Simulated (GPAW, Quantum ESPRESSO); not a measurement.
# F K ELNES/XANES of NaF (Villiaumite, Fm-3m) from DFT, part 5 of 5

Aim: the F K edge of NaF (Villiaumite, Fm-3m) by two routes, a Lanczos recursion (XSpectra) and a sum over empty bands (GPAW), to see which features are robust.

Quantum ESPRESSO 7.5 and GPAW 26.7.0; core-hole supercells, plane-wave PAW PBE.

So far. Step 12 (Ground state of the crystal (GPAW)): The mesh shows a gap of 6.30 eV, so the hole is first treated in a charged cell, without the excited electron. Step 13 (Spectrum without a core hole, F atom 2 (GPAW)): Main maxima below 24 eV (height): 6.7 eV (3.36), 13.4 eV (1.71) and 22.2 eV (1.70). 

## 15. Spectrum with FCH, F atom 2 (GPAW)

Level of this step: X-ray absorption from dipole matrix elements to empty bands, plane-wave PAW PBE (GPAW).

The holes are 5.7 Å apart. The excited electron is left out and a uniform background balances the charge. After the field has converged, empty bands are computed with the density fixed and the dipole matrix elements are summed.

Contents of xas.py:

```python
import numpy as np
from ase import Atoms
from ase.parallel import parprint, paropen
from gpaw import GPAW, PW, FermiDirac, Mixer, MixerDif, setup_paths
from gpaw.test import gen
setup_paths.insert(0, '.')
gen('F', name='fch1s', xcname='PBE', corehole=(1, 0, 1), write_xml=True)
from gpaw.mpi import world
world.barrier()

atoms = Atoms('Na6F6',
    cell=[[2.32, 4.64, 2.32],
     [4.64, -2.32, -2.32],
     [2.32, 2.32, -4.64]],
    scaled_positions=[[0, 0, 0],
     [0.5, 0.16666667, 0.16666667],
     [0, 0.33333333, 0.33333333],
     [0.5, 0.5, 0.5],
     [0, 0.66666667, 0.66666667],
     [0.5, 0.83333333, 0.83333333],
     [0.75, 0.25, 0.75],
     [0.25, 0.41666667, 0.91666667],
     [0.75, 0.58333333, 0.08333333],
     [0.25, 0.75, 0.25],
     [0.75, 0.91666667, 0.41666667],
     [0.25, 0.08333333, 0.58333333]],
    pbc=True)
atoms.calc = calc = GPAW(legacy_gpaw=True, mode=PW(500), xc='PBE', setups={6: 'fch1s'},
    kpts={'size': (4, 4, 4), 'gamma': True}, occupations=FermiDirac(0.02),
    charge=0, mixer=Mixer(0.1, 5, 50), maxiter=150,
    convergence={'density': 0.0001}, txt='scf.txt')
energy = atoms.get_potential_energy() + calc.get_reference_energy()
ef = calc.get_fermi_level()
out = dict(energy=energy, fermi=ef, forces=atoms.get_forces().tolist())
parprint(f'all-electron energy {energy:.4f} eV, Fermi level {ef:.4f} eV')
ev = np.array([[calc.get_eigenvalues(k, s) for k in range(len(calc.get_ibz_k_points()))] for s in range(calc.get_number_of_spins())])
out['homo'], out['lumo'], out['counts'] = ev[ev < ef].max(), ev[ev > ef].min(), sorted(set((ev < ef).sum((0, 2)).tolist()))
out['filled'] = (ev[:, 0] < ef).sum(1).tolist()

from ase.units import Ha
from gpaw.xas import dipole_matrix_elements
nb = int(calc.get_number_of_electrons() / 2) + 92
top, nb = nb, nb + 8 + nb // 12
nscf = calc.fixed_density(kpts={'size': (4, 5, 5), 'gamma': True}, nbands=nb,
    convergence={'bands': top, 'eigenstates': 1e-5}, maxiter=60, txt='nscf.txt')
cell = atoms.cell.array
ops = [cell.T @ U.T @ np.linalg.inv(cell.T) for U in nscf.wfs.kd.symmetry.op_scc]
filled = [42]  # bands filled in the ground state, by spin
E = np.arange(-6, 34, 0.1)
fwhm = np.interp(E, [4, 25], [0.9, 3.5])
Y, X, zero, highest = 0, 0, 1e9, 1e9
for spin in range(nscf.get_number_of_spins()):
    wfs = nscf.wfs
    A = dipole_matrix_elements(wfs.setups[6])
    eps = np.zeros((wfs.kd.nibzkpts, nb))
    d = np.zeros((3, A.shape[1], wfs.kd.nibzkpts, nb), complex)
    for kpt in wfs.kpt_u:
        if kpt.s == spin and 6 in kpt.P_ani:
            eps[kpt.k] = kpt.eps_n * Ha
            d[:, :, kpt.k] = (kpt.weight * wfs.nspins / 2) ** 0.5 * np.inner(A, kpt.P_ani[6])
    world.sum(eps)
    world.sum(d)
    T = np.einsum('amkn,bmkn->abkn', d, d.conj()).real
    T = sum(np.einsum('ai,ijkn,bj->abkn', R, T, R) for R in ops) / len(ops)
    empty = np.ones_like(eps, bool) & (np.arange(nb) >= filled[spin])
    zero, highest = min(zero, eps[empty].min()), min(highest, eps[:, top - 1].min())
    lines = [(eps, T, empty)] if spin == 0 else lines + [(eps, T, empty)]
for eps, T, empty in lines:
    f = np.einsum('aakn->akn', T).reshape(3, -1)
    x = eps.ravel() - zero
    w = np.interp(x, E, fwhm) / 2.35482
    g = np.exp(-0.5 * ((E[:, None] - x) / w) ** 2) / (w * (2 * np.pi) ** 0.5)
    Y = Y + (f * empty.ravel()) @ g.T
    X = X + (f * ~empty.ravel()) @ g.T
out.update(E=E.round(2).tolist(), xas=Y.tolist(), xes=X.tolist(), zero=zero, valid=highest - zero, nk=len(eps), nb=nb)
for i in range(0, len(E), 10):
    parprint(f'{E[i]:7.2f}', *(f'{v:10.3e}' for v in Y[:, i]))
import json
with paropen('out.json', 'w') as f:
    json.dump(out, f)
```

On the command line:

```sh
$ OMP_NUM_THREADS=1 mpirun -n 4 gpaw python xas.py
```

Numbers of over 12 decimals in the logs are rounded to 6 here.

The program printed:

```text
Input parameters:
  convergence: {density: 0.0001}
  kpts: {gamma: True,
         size: (4, 4, 4)}
  maxiter: 150
  mixer: {backend: pulay,
          beta: 0.1,
          method: separate,
          nmaxold: 5,
          weight: 50}
  mode: {ecut: 500.0,
         name: pw}
  occupations: {fixmagmom: False,
                name: fermi-dirac,
                width: 0.02}
  setups: {6: fch1s}
  xc: PBE

Initialize ...

[... PAW data sets ...]

Reference energy: -42088.102886  # eV

Spin-paired calculation

[... convergence settings ...]
Symmetries present (total): 2
  [... symmetry matrices ...]

64 k-points: 4 x 4 x 4 Monkhorst-Pack grid + [1/8,1/8,1/8]
24 k-points in the irreducible part of the Brillouin zone
       k-points in crystal coordinates                weights
   0:     0.00000000    0.00000000    0.00000000          1/64
   1:     0.00000000    0.25000000   -0.25000000          2/64
   2:     0.00000000    0.25000000    0.00000000          4/64
   3:     0.00000000    0.25000000    0.25000000          2/64
   4:     0.00000000    0.50000000    0.00000000          2/64
   5:     0.00000000    0.50000000    0.25000000          4/64
   6:     0.00000000    0.50000000    0.50000000          1/64
   7:     0.25000000   -0.25000000    0.25000000          2/64
   8:     0.25000000    0.00000000    0.00000000          2/64
   9:     0.25000000    0.00000000    0.25000000          4/64
          ...
  23:     0.50000000    0.50000000    0.50000000          1/64

Wave functions: Plane wave expansion
  Cutoff energy: 500.000 eV
  Number of coefficients (min, max): 3788, 3827
  Pulay-stress correction: 0.000000 eV/Ang^3 (de/decut=0.000000)
  Using FFTW library
  Wavefunction extrapolation:
    Improved wavefunction reuse through dual PAW basis

Occupation numbers: Fermi-Dirac:
  width: 0.0200  # eV

Eigensolver
   Davidson(niter=2)

Densities:
  Coarse grid: 30*30*30 grid
  Fine grid: 60*60*60 grid
  Total Charge: 1.000000

Density mixing:
  Method: separate
  Backend: pulay
  Linear mixing parameter: 0.1
  old densities: 5
  Width of damping distribution: 1.1
  Damping of long wavelength oscillations: 50

[... Hamiltonian set-up ...]
Number of atoms: 12
Number of atomic orbitals: 66
Number of bands in calculation: 55
Number of valence electrons: 84
Bands to converge: occupied

... initialized

Initializing position-dependent things.

Density initialized from atomic densities
Creating initial wave functions:
  55 bands from LCAO basis set

              Na    F
       Na
                     F
              F     Na    F
             Na    F

                    F     Na
                   Na

Atomic positions and initial magnetic moments

Positions:
   0 Na     0.000000    0.000000    0.000000    ( 0.0000,  0.0000,  0.0000)
   1 Na     2.320000    2.320000   -0.000000    ( 0.0000,  0.0000,  0.0000)
   2 Na     2.320000    0.000000   -2.320000    ( 0.0000,  0.0000,  0.0000)
   3 Na     4.640000    2.320000   -2.320000    ( 0.0000,  0.0000,  0.0000)
   4 Na     4.640000   -0.000000   -4.640000    ( 0.0000,  0.0000,  0.0000)
   5 Na     6.960000    2.320000   -4.640000    ( 0.0000,  0.0000,  0.0000)
   6 F      4.640000    4.640000   -2.320000    ( 0.0000,  0.0000,  0.0000)
   7 F      4.640000    2.320000   -4.640000    ( 0.0000,  0.0000,  0.0000)
   8 F      4.640000    2.320000    0.000000    ( 0.0000,  0.0000,  0.0000)
   9 F      4.640000    0.000000   -2.320000    ( 0.0000,  0.0000,  0.0000)
  10 F      6.960000    2.320000   -2.320000    ( 0.0000,  0.0000,  0.0000)
  11 F      2.320000    2.320000   -2.320000    ( 0.0000,  0.0000,  0.0000)

Unit cell:
           periodic     x           y           z      points  spacing
  1. axis:    yes    2.320000    4.640000    2.320000    30     0.1786
  2. axis:    yes    4.640000   -2.320000   -2.320000    30     0.1569
  3. axis:    yes    2.320000    2.320000   -4.640000    30     0.1569

  Lengths:   5.682816   5.682816   5.682816
  Angles:   60.000000  80.405932  99.594068

Effective grid spacing dv^(1/3) = 0.1770

iter:   1   -71.162819
iter:   2   -69.886480   -1.52  -1.29
iter:   3   -68.247239   -1.26  -1.35
iter:   4   -68.258280   -1.66  -1.50
iter:   5   -68.221897c  -1.90  -1.83
iter:   6   -68.177253   -2.75  -2.24
iter:   7   -68.172325   -3.45  -2.75
iter:   8   -68.188962c  -2.74  -2.86
iter:   9   -68.168454c  -2.96  -2.49
iter:  10   -68.168512c  -4.73  -3.75
iter:  11   -68.168560c  -5.55  -3.70
iter:  12   -68.168530c  -5.99  -3.84
iter:  13   -68.168520c  -6.06  -4.11c
iter:  14   -68.168520c  -7.26  -4.67c
iter:  15   -68.168520c  -8.04c -4.66c

Converged after 15 iterations.

Dipole moment: (0.012062, 1.588825, 0.012062) |e|*Ang

Energy contributions relative to reference atoms: (reference = -42088.102886)

Kinetic:        +70.378864
Potential:      -82.163192
External:        +0.000000
XC:             -57.627759
Entropy (-ST):   -0.000000
Local:           +1.243567
SIC:             +0.000000
--------------------------
Free energy:    -68.168520
Extrapolated:   -68.168520

Showing only first 2 kpts
 Kpt  Band  Eigenvalues  Occupancy
  0    40     -1.13695    2.00000
  0    41     -1.12632    2.00000
  0    42      4.35488    0.00000
  0    43      9.11600    0.00000

  1    40     -1.32786    2.00000
  1    41     -1.24265    2.00000
  1    42      6.07354    0.00000
[...]
Fermi level: 0.43815

Gap: 5.481 eV
Transition (v -> c):
  (s=0, k=0, n=41, [0.00, 0.00, 0.00]) -> (s=0, k=0, n=42, [0.00, 0.00, 0.00])
No difference between direct/indirect transitions

Forces in eV/Ang:
  0 Na    0.04934    1.07753    0.04934
  1 Na   -0.09943   -0.09907   -1.12492
  2 Na    0.09943    0.09907    1.12492
  3 Na   -0.04934   -1.07753   -0.04934
  4 Na    1.12492    0.09907    0.09943
  5 Na   -1.12492   -0.09907   -0.09943
  6 F     0.00000   -0.00000    0.00000
  7 F    -0.23095   -0.00000    0.23095
  8 F    -0.00087    0.00000    0.00087
  9 F     0.00000   -0.00000    0.00000
 10 F     0.00087    0.00000   -0.00087
 11 F     0.23095   -0.00000   -0.23095
Scalar-relativistic atomic PBE calculation for F (Fluorine, Z=9)
Core hole in 1s state (1s occupation: 1.0)
300 radial gridpoints.
|------------------------------------------------|
|------------------------------------------------|
[... the atom generator's iteration count ...]

Energy contributions:
-------------------------
Kinetic:      +73.588488
XC:            -7.935782
Potential:   -139.373169
-------------------------
Total:        -73.720463

state      eigenvalue         ekin         rmax
-----------------------------------------------
1s^1.0 :   -27.692732    39.310127        0.112
2s^2.0 :    -1.892673     5.152084        0.708
2p^5.0 :    -1.207400     4.794839        0.607
-----------------------------------------------
(units: Bohr and Hartree)

Generating PAW setup
Kinetic energy of the core from tauc = 39.350845
Cutoffs:
rc(s)=1.200
rc(p)=1.200
rc(d)=1.200
rc(vbar)=1.080
rc(comp)=1.200
rc(nct)=1.200

Kinetic energy of the core states: 39.310127
Charge: 1.0
Core electrons: 1.0
Valence electrons: 7.0
Pseudo-core charge: 0.000097
Shape function alpha=6.944
Pseudo-electron charge 5.400158
state    eigenvalue         norm
--------------------------------
2s(2) :    -1.892673     1.038845
*s    :    -0.892673
2p(5) :    -1.207400     0.664474
*p    :    -0.207400
*d    :     0.000000
--------------------------------

Diagonalizing with gridspacing h=0.050

state   all-electron     PAW
-------------------------------
2s:      -1.892673    -1.894840
2p:      -1.207400    -1.210195
*d:                   -0.059772
*f:                   -0.013415
-------------------------------
all-electron energy -42156.2714 eV, Fermi level 0.4382 eV
[...]
31.00  1.457e-05  1.468e-05  1.457e-05
  32.00  1.720e-05  1.736e-05  1.720e-05
  33.00  2.080e-05  2.089e-05  2.080e-05
```

Elapsed: 3.9 min, on 4 MPI ranks of Arm Neoverse N1, shared host; peak memory 0.42 GiB; 15 min of CPU time.

The F K spectrum, F atom 2, full core hole (charged cell) (energy from the lowest empty level; intensity scaled to a mean of 1 over the first 20 eV):

| E (eV) | intensity |
| --- | --- |
| -2.0 | 0.00 |
| -1.0 | 0.00 |
| 0.0 | 0.01 |
| 1.0 | 0.08 |
| 2.0 | 0.19 |
| 3.0 | 0.94 |
| 4.0 | 1.92 |
| 5.0 | 2.41 |
| 6.0 | 2.05 |
| 7.0 | 1.49 |
| 8.0 | 0.61 |
| 9.0 | 0.40 |
| 10.0 | 0.42 |
| 11.0 | 0.75 |
| 12.0 | 1.33 |
| 13.0 | 1.60 |
| 14.0 | 1.17 |
| 15.0 | 0.75 |
| 16.0 | 0.68 |
| 17.0 | 0.73 |
| 18.0 | 0.79 |
| 19.0 | 1.00 |
| 20.0 | 1.36 |
| 21.0 | 1.62 |
| 22.0 | 1.54 |
| 23.0 | 1.17 |
| 24.0 | 0.82 |
| 25.0 | 0.67 |
| 26.0 | 0.70 |
| 27.0 | 0.74 |
| 28.0 | 0.67 |
| 29.0 | 0.54 |
| 30.0 | 0.45 |
| 31.0 | 0.46 |
| 32.0 | 0.54 |

Main maxima below 24 eV (height): 5.2 eV (2.45), 12.9 eV (1.60) and 21.3 eV (1.63). 

The hole costs E(hole) − E(ground) = 690.37 eV, and the lowest empty level of the hole cell on the spectrum's mesh lies at 4.36 eV, which puts the zero at 694.72 eV. With the free-atom term of -9.97 eV for this edge, the photon energy is 684.75 eV.

## 16. Excitation energy, F atom 2 (GPAW)

With the excited electron kept in the cell the system stays neutral, and the energy difference is an excitation energy by itself. In a small cell that electron takes up a good share of the lowest empty band, or all of one, which shifts the value from the true onset.

Changed against the first core-hole run: core hole to XCH, with the smearing that suits a partly filled band.

Contents of scf.py:

```python
import numpy as np
from ase import Atoms
from ase.parallel import parprint, paropen
from gpaw import GPAW, PW, FermiDirac, Mixer, MixerDif, setup_paths
from gpaw.test import gen
setup_paths.insert(0, '.')
gen('F', name='fch1s', xcname='PBE', corehole=(1, 0, 1), write_xml=True)
from gpaw.mpi import world
world.barrier()

atoms = Atoms('Na6F6',
    cell=[[2.32, 4.64, 2.32],
     [4.64, -2.32, -2.32],
     [2.32, 2.32, -4.64]],
    scaled_positions=[[0, 0, 0],
     [0.5, 0.16666667, 0.16666667],
     [0, 0.33333333, 0.33333333],
     [0.5, 0.5, 0.5],
     [0, 0.66666667, 0.66666667],
     [0.5, 0.83333333, 0.83333333],
     [0.75, 0.25, 0.75],
     [0.25, 0.41666667, 0.91666667],
     [0.75, 0.58333333, 0.08333333],
     [0.25, 0.75, 0.25],
     [0.75, 0.91666667, 0.41666667],
     [0.25, 0.08333333, 0.58333333]],
    pbc=True)
atoms.calc = calc = GPAW(legacy_gpaw=True, mode=PW(500), xc='PBE', setups={6: 'fch1s'},
    kpts={'size': (4, 4, 4), 'gamma': True}, occupations=FermiDirac(0.04),
    charge=-1, mixer=Mixer(0.1, 5, 50), maxiter=150,
    convergence={'density': 0.0001}, txt='scf.txt')
energy = atoms.get_potential_energy() + calc.get_reference_energy()
ef = calc.get_fermi_level()
out = dict(energy=energy, fermi=ef, forces=atoms.get_forces().tolist())
parprint(f'all-electron energy {energy:.4f} eV, Fermi level {ef:.4f} eV')
ev = np.array([[calc.get_eigenvalues(k, s) for k in range(len(calc.get_ibz_k_points()))] for s in range(calc.get_number_of_spins())])
out['homo'], out['lumo'], out['counts'] = ev[ev < ef].max(), ev[ev > ef].min(), sorted(set((ev < ef).sum((0, 2)).tolist()))
out['filled'] = (ev[:, 0] < ef).sum(1).tolist()
import json
with paropen('out.json', 'w') as f:
    json.dump(out, f)
```

On the command line:

```sh
$ OMP_NUM_THREADS=1 mpirun -n 4 gpaw python scf.py
```

The program printed:

```text
Input parameters:
  charge: -1
  convergence: {density: 0.0001}
  kpts: {gamma: True,
         size: (4, 4, 4)}
  maxiter: 150
  mixer: {backend: pulay,
          beta: 0.1,
          method: separate,
          nmaxold: 5,
          weight: 50}
  mode: {ecut: 500.0,
         name: pw}
  occupations: {fixmagmom: False,
                name: fermi-dirac,
                width: 0.04}
  setups: {6: fch1s}
  xc: PBE

[...]
--------------------------------
2s(2) :    -1.892673     1.038845
*s    :    -0.892673
2p(5) :    -1.207400     0.664474
*p    :    -0.207400
*d    :     0.000000
--------------------------------

Diagonalizing with gridspacing h=0.050

state   all-electron     PAW
-------------------------------
2s:      -1.892673    -1.894840
2p:      -1.207400    -1.210195
*d:                   -0.059772
*f:                   -0.013415
-------------------------------
all-electron energy -42150.9682 eV, Fermi level 5.7563 eV
[key lines of the parts left out:]
Converged after 15 iterations.
Dipole moment: (-0.044067, 1.202900, -0.044067) |e|*Ang
Free energy:    -62.871073
Fermi level: 5.75626
```

The job ended after 61 s (4 MPI ranks; peak memory 0.27 GiB).

The total-energy difference is 695.67 eV. With the free-atom term of -9.97 eV for this edge, the photon energy is 685.70 eV.

## 17. The two programs side by side

The line shapes differ (Lorentzian half width 0.4 eV up to 4 eV, rising linearly to 1.75 eV at 25 eV (not a setting of the program: the run's 0.4 eV curve was folded afterwards with a further Lorentzian above 4 eV), against Gaussian full width 0.9 eV up to 4 eV, rising linearly to 3.5 eV at 25 eV), so both get a further Gaussian of 1.5 eV full width before they are compared; the Lorentzian tails remain.

| E (eV) | XSpectra | GPAW |
| --- | --- | --- |
| -2.00 | 0.06 | 0.00 |
| -1.25 | 0.07 | 0.00 |
| -0.50 | 0.09 | 0.01 |
| 0.25 | 0.14 | 0.03 |
| 1.00 | 0.23 | 0.09 |
| 1.75 | 0.41 | 0.24 |
| 2.50 | 0.75 | 0.59 |
| 3.25 | 1.27 | 1.19 |
| 4.00 | 1.78 | 1.81 |
| 4.75 | 2.07 | 2.20 |
| 5.50 | 2.04 | 2.22 |
| 6.25 | 1.78 | 1.92 |
| 7.00 | 1.39 | 1.42 |
| 7.75 | 0.99 | 0.88 |
| 8.50 | 0.74 | 0.54 |
| 9.25 | 0.65 | 0.43 |
| 10.00 | 0.67 | 0.48 |
| 10.75 | 0.79 | 0.69 |
| 11.50 | 0.99 | 1.03 |
| 12.25 | 1.16 | 1.36 |
| 13.00 | 1.20 | 1.46 |
| 13.75 | 1.07 | 1.27 |
| 14.50 | 0.90 | 0.98 |
| 15.25 | 0.79 | 0.77 |
| 16.00 | 0.76 | 0.70 |
| 16.75 | 0.77 | 0.72 |
| 17.50 | 0.79 | 0.76 |
| 18.25 | 0.83 | 0.86 |
| 19.00 | 0.91 | 1.03 |
| 19.75 | 1.02 | 1.26 |
| 20.50 | 1.10 | 1.47 |
| 21.25 | 1.11 | 1.56 |
| 22.00 | 1.04 | 1.48 |
| 22.75 | 0.91 | 1.26 |
| 23.50 | 0.77 | 1.00 |
| 24.25 | 0.67 | 0.80 |
| 25.00 | 0.62 | 0.71 |
| 25.75 | 0.60 | 0.70 |
| 26.50 | 0.60 | 0.71 |
| 27.25 | 0.59 | 0.71 |
| 28.00 | 0.55 | 0.66 |
| 28.75 | 0.50 | 0.57 |
| 29.50 | 0.47 | 0.50 |
| 30.25 | 0.45 | 0.47 |
| 31.00 | 0.46 | 0.48 |
| 31.75 | 0.48 | 0.53 |

|  | XSpectra | GPAW |
| --- | --- | --- |
| k mesh of the spectrum | 4×5×5 | 4×5×5 |
| cutoff (eV) | 844 | 500 |
| highest intensity below 16 eV after the common broadening, eV (height) | 5.0 (2.09) | 5.2 (2.26) |
| zero, corrected photon energy (eV) | 684.7 | 684.8 |
| core time, hole field and spectrum | 47 min | 15 min |

## 18. With and without the hole

XSpectra's curves. Both curves are counted from their own zero, so only the shift of weight within the empty states shows.

| E (eV) | no hole | FCH |
| --- | --- | --- |
| -2.0 | 0.03 | 0.04 |
| -1.0 | 0.05 | 0.05 |
| 0.0 | 0.08 | 0.08 |
| 1.0 | 0.19 | 0.19 |
| 2.0 | 0.38 | 0.37 |
| 3.0 | 0.72 | 1.02 |
| 4.0 | 0.96 | 1.78 |
| 5.0 | 1.22 | 2.25 |
| 6.0 | 1.97 | 1.88 |
| 7.0 | 3.00 | 1.49 |
| 8.0 | 1.10 | 0.75 |
| 9.0 | 0.77 | 0.54 |
| 10.0 | 0.70 | 0.52 |
| 11.0 | 0.71 | 0.78 |
| 12.0 | 1.03 | 1.28 |
| 13.0 | 1.79 | 1.69 |
| 14.0 | 1.28 | 1.01 |
| 15.0 | 0.90 | 0.70 |
| 16.0 | 0.72 | 0.65 |
| 17.0 | 0.83 | 0.86 |
| 18.0 | 0.57 | 0.62 |
| 19.0 | 0.60 | 0.88 |
| 20.0 | 0.83 | 1.24 |
| 21.0 | 1.46 | 1.56 |
| 22.0 | 1.71 | 1.62 |
| 23.0 | 1.51 | 0.89 |
| 24.0 | 0.74 | 0.52 |
| 25.0 | 0.72 | 0.46 |
| 26.0 | 0.79 | 0.62 |
| 27.0 | 0.94 | 0.83 |
| 28.0 | 0.87 | 0.61 |
| 29.0 | 0.40 | 0.38 |
| 30.0 | 0.31 | 0.36 |
| 31.0 | 0.43 | 0.42 |
| 32.0 | 0.46 | 0.47 |

With each curve scaled to its own mean, the area from −2 to 6 eV with the hole is 6.8 against 4.5, and the centre of weight from −1 to 20 eV moves by -0.3 eV: the hole pulls the absorber's empty states down.

## 19. Outcome

```yaml
absorber_and_edge: F K, atom 2 of the ground-state input (counted from 1)
surroundings: 6 Na at 2.32 Å (octahedral, site symmetry m-3m)
highest_intensity_below_16_ev_xspectra_narrow_line: 5.4 eV above the zero, height 2.32
photon_energy_of_the_zero_with_the_added_terms: 684.7 eV (raw 694.6 eV; uncertain by a few eV)
```

In words: The two programs agree on the overall shape: 13 % r.m.s. remains over the first 14 eV after a relative shift of 0.0 eV, and their photon-energy zeros differ by 0.1 eV. What differs may come from the PAW partial waves, meshes, cutoffs and line shapes. In XSpectra the F K edge of atom 2, with 6 Na at 2.32 Å (octahedral, site symmetry m-3m), has its highest intensity of the first 16 eV at 5.4 eV above the zero, near 690 eV in photon energy (uncertain by a few eV), 2.3 times the mean level of the first 20 eV (Lorentzian half width 0.4 eV). In XSpectra: With each curve scaled to its own mean, the area from −2 to 6 eV with the hole is 6.8 against 4.5, and the centre of weight from −1 to 20 eV moves by -0.3 eV: the hole pulls the absorber's empty states down. In GPAW: With each curve scaled to its own mean, the area from −2 to 6 eV with the hole is 6.6 against 4.1, and the centre of weight from −1 to 20 eV moves by -0.2 eV: the hole pulls the absorber's empty states down. In XSpectra the neutral-cell energy lies +0.9 eV from the charged-cell zero, a gap made of the charged-cell error and of where the added electron settles. In GPAW the neutral-cell energy lies +0.9 eV from the charged-cell zero, a gap made of the charged-cell error and of where the added electron settles. The holes are only 5.7 Å apart, so the shape is probably not converged with cell size; no larger cell was run here. Lifetime broadening is put in by hand, and intensities beyond about 20 eV depend on it and on the partial waves. The structure is a published determination, not relaxed.

[Banner, clock and machine lines of the logs are left out without a mark of their own.]

[Logs are printed without paths, hosts, clocks, repeated set-up lines and the standing remarks that a program may print on its own settings, such as how far it seeks lower states.]

[Hosts, paths, dates, database ids (printed as entryN), source tags and the programs' standing remarks are cut or masked in the printed files.]

[Lists of maxima count a maximum above −3 eV only where it reaches 4 % of the highest in the window and stands out from its surroundings by 2 % of it (1.5 % where it reaches 55 %); shoulders and weaker maxima are passed over, and of the rest the first, up to two pre-edge ones and the few strongest are named.]
